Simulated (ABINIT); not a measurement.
# MoS2 (P6_3/mmc): one start, several treatments of the self-energy

Aim: compare treatments of exchange, screening and correlation for the gap of MoS2 (P6_3/mmc).

Calculated with ABINIT 10.8.3; PBE and many-body steps on it, plane waves.

Report form: the programs' logs are mostly left out.

The database entry behind the starting cell differs from later determinations by our own check (about 0.3 % long), so it need not match the best structure at ambient conditions.

## 1. Set-up

It takes space group P6_3/mmc (No. 194, hexagonal). Conventional cell: a = 3.169 Å, b = 3.169 Å, c = 12.324 Å, α = 90.00°, β = 90.00°, γ = 120.00°. Nearest to Mo lie 6 S at 2.41 Å. Nearest to S lie 3 Mo at 2.41 Å. Farther neighbours and most contacts between anions are not listed.

Coordinates:

```cif
data_structure
_symmetry_space_group_name_H-M 'P6_3/mmc'
_symmetry_Int_Tables_number 194
_cell_length_a 3.1690
_cell_length_b 3.1690
_cell_length_c 12.3240
_cell_angle_alpha 90.000
_cell_angle_beta 90.000
_cell_angle_gamma 120.000
_cell_volume 107.18
loop_
_atom_site_label
_atom_site_type_symbol
_atom_site_symmetry_multiplicity
_atom_site_Wyckoff_symbol
_atom_site_fract_x
_atom_site_fract_y
_atom_site_fract_z
_atom_site_occupancy
Mo1 Mo 2 c 0.33333 0.66667 0.25000 1
S1 S 4 f 0.33333 0.66667 0.62300 1
```

The cell and positions come from the Crystallography Open Database and are kept as given unless a step says otherwise.

## 2. Empty states on the mesh, 6×6×1 mesh, 278 bands

This step: ABINIT 10.8.3; DFT, PBE, plane waves, norm-conserving pseudopotentials.

The sums over transitions need many empty states on a uniform mesh; this step solves for them.

Input file run.abi:

```
acell 3*1.0 Angstrom
rprim 
  3.169000000004 -0.000000000001 0.000000000000
  -1.584500000001 2.744434504597 0.000000000000
  0.000000000000 0.000000000000 12.324000000000
ntypat 2
znucl 42 16
natom 6
typat 1 1 2 2 2 2
xred 
  0.333333333333 0.666666666667 0.250000000000
  0.666666666667 0.333333333333 0.750000000000
  0.333333333333 0.666666666667 0.623000000000
  0.666666666667 0.333333333333 0.123000000000
  0.333333333333 0.666666666667 0.877000000000
  0.666666666667 0.333333333333 0.377000000000
pp_dirpath "pseudos"
pseudos "Mo.upf, S.upf"
ecut 36
ngkpt 6 6 1
nshiftk 1
shiftk 0 0 0
kptopt 1
chksymbreak 0
iscf -2
irdden 1
istwfk *1
nband 278
nbdbuf 24
tolwfr 1e-09
nstep 60
prtvol 0
indata_prefix "in"
outdata_prefix "out"
tmpdata_prefix "tmp"
```

Command:

```bash
$ OMP_NUM_THREADS=1 mpirun -n 8 abinit run.abi > log
```

Wall time 5.6 min (8 MPI ranks of AMD EPYC 7R43, shared host); peak memory 1.1 GiB.

This step gave:

* gap: 0.8887 eV
* k of the valence top: 0, 0, 0
* k of the conduction bottom: 0.1667, 0.1667, 0
* least direct gap: 1.654 eV
* k points computed: 7
* lowest point of the top converged band, above the valence top: 81.5582 eV

On this mesh the gap is 0.889 eV.

The density comes from a self-consistent run that is not shown.

## 3. Screening, 6×6×1 mesh, 254 bands, screening to 152.4 eV

The RPA dielectric matrix is built and inverted for each q.

This step: RPA screening on PBE, plane waves, norm-conserving pseudopotentials.

run.abi, as its differences from that of step 2:

```diff
@@ -24,10 +24,11 @@
 chksymbreak 0
-iscf -2
-irdden 1
 istwfk *1
-nband 278
-nbdbuf 24
-tolwfr 1e-09
-nstep 60
-prtvol 0
+occopt 1
+irdwfk 1
+optdriver 3
+nband 254
+ecuteps 5.6
+inclvkb 2
+awtr 1
+symchi 1
 indata_prefix "in"
```

The job ended after 4.7 min (8 MPI ranks; peak memory 3 GiB).

This step gave:

| Item | Value |
| --- | --- |
| ε∞ with local fields, on this mesh, along the program's q direction | 14.47 |
| the same without local fields | 16.30 |
| plasma frequency | 25.86 eV |
| plane waves in the screening matrix | 463 |

Local fields lower ε∞ by 11 %. On a Γ-centred mesh this coarse the value itself is usually too large, while a short band sum pulls it down.

## 4. G0W0, Godby-Needs plasmon pole

The self-energy is evaluated for the states that the input lists, and the levels follow from it, in one-shot runs by the linearised quasiparticle equation.

This step: G0W0 on PBE, plane waves, norm-conserving pseudopotentials.

run.abi, as its differences from that of step 3:

```diff
@@ -27,8 +27,19 @@
 irdwfk 1
-optdriver 3
+optdriver 4
 nband 254
+gwcalctyp 0
+ecutsigx 36
+symsigma 1
+nkptgw 3
+kptgw 
+  0.0000000000 0.0000000000 0.0000000000
+  0.1666666667 0.1666666667 0.0000000000
+  0.3333333333 0.3333333333 0.0000000000
+bdgw 
+  25 28
+  25 28
+  25 28
 ecuteps 5.6
-inclvkb 2
-awtr 1
-symchi 1
+irdscr 1
+ppmodel 1
 indata_prefix "in"
```

The job ended after 2.2 min (8 MPI ranks; peak memory 2.8 GiB).

This step gave:

```yaml
g0w0_gap_on_the_points_computed: 1.215 eV
starting_gap_on_the_mesh: 0.8887 eV
k_of_the_valence_top: 0, 0, 0
k_of_the_conduction_bottom: 0.1667, 0.1667, 0
z_at_the_valence_top: 0.772
z_at_the_conduction_bottom: 0.781
least_direct_g0w0_gap_on_the_computed_points: 2.133 eV
```

The gap on the mesh goes from 0.89 eV to 1.21 eV, a correction of +0.33 eV.

## 5. G0W0, Hybertsen-Louie plasmon pole

run.abi, as its differences from that of step 4:

```diff
@@ -43,3 +43,3 @@
 irdscr 1
-ppmodel 1
+ppmodel 2
 indata_prefix "in"
```

Run time: 2 min. Hardware: 8 MPI ranks; peak memory 2.7 GiB; 16 min of CPU time.

This step gave:

```yaml
g0w0_gap_on_the_points_computed: 1.211 eV
starting_gap_on_the_mesh: 0.8887 eV
k_of_the_valence_top: 0, 0, 0
k_of_the_conduction_bottom: 0.1667, 0.1667, 0
z_at_the_valence_top: 0.816
z_at_the_conduction_bottom: 0.822
least_direct_g0w0_gap_on_the_computed_points: 2.169 eV
```

Against G0W0 in ABINIT (6×6×1 mesh, 254 bands, screening to 152.4 eV, Godby-Needs plasmon pole), the gap moves by −0.004 eV.

## 6. G0W0, von der Linden-Horsch plasmon pole

run.abi, as its differences from that of step 5:

```diff
@@ -43,3 +43,3 @@
 irdscr 1
-ppmodel 2
+ppmodel 3
 indata_prefix "in"
```

It took 71 s on 8 MPI ranks; peak memory 2.5 GiB.

This step gave:

```
G0W0 gap on the points computed              : 1.237 eV
starting gap on the mesh                     : 0.8887 eV
k of the valence top                         : 0, 0, 0
k of the conduction bottom                   : 0.1667, 0.1667, 0
least direct G0W0 gap on the computed points : 2.233 eV
```

Against G0W0 in ABINIT (6×6×1 mesh, 254 bands, screening to 152.4 eV, Godby-Needs plasmon pole), the gap moves by +0.022 eV.

## 7. G0W0, Engel-Farid plasmon pole

run.abi, as its differences from that of step 6:

```diff
@@ -43,3 +43,3 @@
 irdscr 1
-ppmodel 3
+ppmodel 4
 indata_prefix "in"
```

Wall time 65 s (8 MPI ranks); peak memory 2.5 GiB; 8.5 min of CPU time.

This step gave:

```
G0W0 gap on the points computed              : 1.248 eV
starting gap on the mesh                     : 0.8887 eV
k of the valence top                         : 0, 0, 0
k of the conduction bottom                   : 0.1667, 0.1667, 0
least direct G0W0 gap on the computed points : 2.172 eV
```

Against G0W0 in ABINIT (6×6×1 mesh, 254 bands, screening to 152.4 eV, Godby-Needs plasmon pole), the gap moves by +0.033 eV.

## 8. One-shot SEX

This step: one-shot SEX on PBE, plane waves, norm-conserving pseudopotentials.

run.abi, as its differences from that of step 7:

```diff
@@ -29,3 +29,3 @@
 nband 254
-gwcalctyp 0
+gwcalctyp 6
 ecutsigx 36
@@ -43,3 +43,2 @@
 irdscr 1
-ppmodel 4
 indata_prefix "in"
```

Run time: 19 s. Hardware: 8 MPI ranks; peak memory 1.9 GiB; 2.4 min of CPU time.

Numbers from this step:

- quasiparticle gap on the points computed: 0.7580 eV
- starting gap on the mesh: 0.8887 eV
- k of the valence top: 0, 0, 0
- k of the conduction bottom: 0.1667, 0.1667, 0
- least direct quasiparticle gap on the computed points: 2.438 eV

Against G0W0 in ABINIT (6×6×1 mesh, 254 bands, screening to 152.4 eV, Godby-Needs plasmon pole), the gap moves by −0.457 eV.

## 9. One-shot COHSEX

This step: one-shot COHSEX on PBE, plane waves, norm-conserving pseudopotentials.

run.abi, as its differences from that of step 8:

```diff
@@ -29,3 +29,3 @@
 nband 254
-gwcalctyp 6
+gwcalctyp 7
 ecutsigx 36
```

The job ended after 17 s (8 MPI ranks; peak memory 2 GiB; 2.2 min of CPU time).

Numbers from this step:

```
quasiparticle gap on the points computed              : 1.509 eV
starting gap on the mesh                              : 0.8887 eV
k of the valence top                                  : 0, 0, 0
k of the conduction bottom                            : 0.1667, 0.1667, 0
least direct quasiparticle gap on the computed points : 2.302 eV
```

Against G0W0 in ABINIT (6×6×1 mesh, 254 bands, screening to 152.4 eV, Godby-Needs plasmon pole), the gap moves by +0.294 eV.

## 10. One-shot Hartree-Fock

This step: one-shot Hartree-Fock on PBE, plane waves, norm-conserving pseudopotentials.

run.abi, as its differences from that of step 9:

```diff
@@ -28,4 +28,4 @@
 optdriver 4
-nband 254
-gwcalctyp 7
+nband 30
+gwcalctyp 5
 ecutsigx 36
@@ -41,4 +41,4 @@
   25 28
-ecuteps 5.6
-irdscr 1
+ixc_sigma 40
+fftgw 31
 indata_prefix "in"
```

Run time: 15 s. Hardware: 8 MPI ranks; peak memory 1.6 GiB.

Numbers from this step:

| Property | Result |
| --- | --- |
| quasiparticle gap on the points computed | 5.659 eV |
| starting gap on the mesh | 0.8887 eV |
| k of the valence top | 0, 0, 0 |
| k of the conduction bottom | 0.1667, 0.1667, 0 |
| least direct quasiparticle gap on the computed points | 6.459 eV |

Against G0W0 in ABINIT (6×6×1 mesh, 254 bands, screening to 152.4 eV, Godby-Needs plasmon pole), the gap moves by +4.444 eV.

## 11. Side by side

Times are wall times on 8 MPI ranks of AMD EPYC 7R43, shared host, good to a factor of about two. A run's time includes the screening step that it read.

```
                                     run   mesh  bands  screening cutoff (eV)  DFT gap (eV)  gap on the mesh (eV)  direct (eV)  ε∞ used     time
          G0W0, Godby-Needs plasmon pole  6×6×1    254                  152.4         0.889                 1.215        2.133    14.47  6.8 min
      G0W0, Hybertsen-Louie plasmon pole  6×6×1    254                  152.4         0.889                 1.211        2.169    14.47  6.6 min
G0W0, von der Linden-Horsch plasmon pole  6×6×1    254                  152.4         0.889                 1.237        2.233    14.47  5.9 min
          G0W0, Engel-Farid plasmon pole  6×6×1    254                  152.4         0.889                 1.248        2.172    14.47  5.7 min
                            one-shot SEX  6×6×1    254                  152.4         0.889                 0.758        2.438    14.47    5 min
                         one-shot COHSEX  6×6×1    254                  152.4         0.889                 1.509        2.302    14.47    5 min
                   one-shot Hartree-Fock  6×6×1      -                      -         0.889                 5.659        6.459        -     15 s
```

## 12. What came out

* G0W0, Godby-Needs plasmon pole: 1.215 eV
* G0W0, Hybertsen-Louie plasmon pole: 1.211 eV
* G0W0, von der Linden-Horsch plasmon pole: 1.237 eV
* G0W0, Engel-Farid plasmon pole: 1.248 eV
* one-shot SEX: 0.758 eV
* one-shot COHSEX: 1.509 eV
* one-shot Hartree-Fock: 5.659 eV
* known limits: not at the basis limit; no spin-orbit coupling; coarse k mesh

In words: G0W0, Hybertsen-Louie plasmon pole: −0.004 eV against G0W0, Godby-Needs plasmon pole. G0W0, von der Linden-Horsch plasmon pole: +0.022 eV against G0W0, Godby-Needs plasmon pole. G0W0, Engel-Farid plasmon pole: +0.033 eV against G0W0, Godby-Needs plasmon pole. One-shot SEX: −0.457 eV against G0W0, Godby-Needs plasmon pole. One-shot COHSEX: +0.294 eV against G0W0, Godby-Needs plasmon pole. One-shot Hartree-Fock: +4.444 eV against G0W0, Godby-Needs plasmon pole. Bare exchange alone opens the gap to 5.66 eV; against G0W0, correlation takes back 4.44 eV. Static COHSEX lies above G0W0: it lacks the factor Z and overstates the Coulomb hole of the filled states. Bands and cutoff are finite, so the gap is not at the basis limit. The miss can reach some tenths of an eV and take either sign; the mesh is an error of its own. In the G0W0 runs levels were corrected at 3 k points alone, so a gap called «on the mesh» is the least over those, and an edge elsewhere would be missed. The 6×6×1 mesh is coarse for this cell, which bears on the long-range parts of exchange and screening. The many-body steps are scalar-relativistic: spin-orbit coupling is not in them.

[Paths, hosts, dates, memory and timing lines, banners, echoed tables and standing remarks are left out of the program output.]

[Logs are printed without paths, hosts, clocks, repeated set-up lines and the standing remarks that a program may print on its own settings, such as how far it seeks lower states.]

[Runs of the session that timed out or met a known fault of the program may be left out.]

[Hosts, paths, dates, database ids (printed as entryN), source tags and the programs' standing remarks are cut or masked in the printed files.]

[G0W0 gaps are taken among the corrected bands and points alone; a level outside them can change the order at an edge.]

[Where Ansatz stands beside ABINIT at settings called matched, ABINIT's density can come from a denser mesh and the files from another edition; pairs whose starting gaps differed by over 0.03 eV were left out, so agreement reads better than it is.]
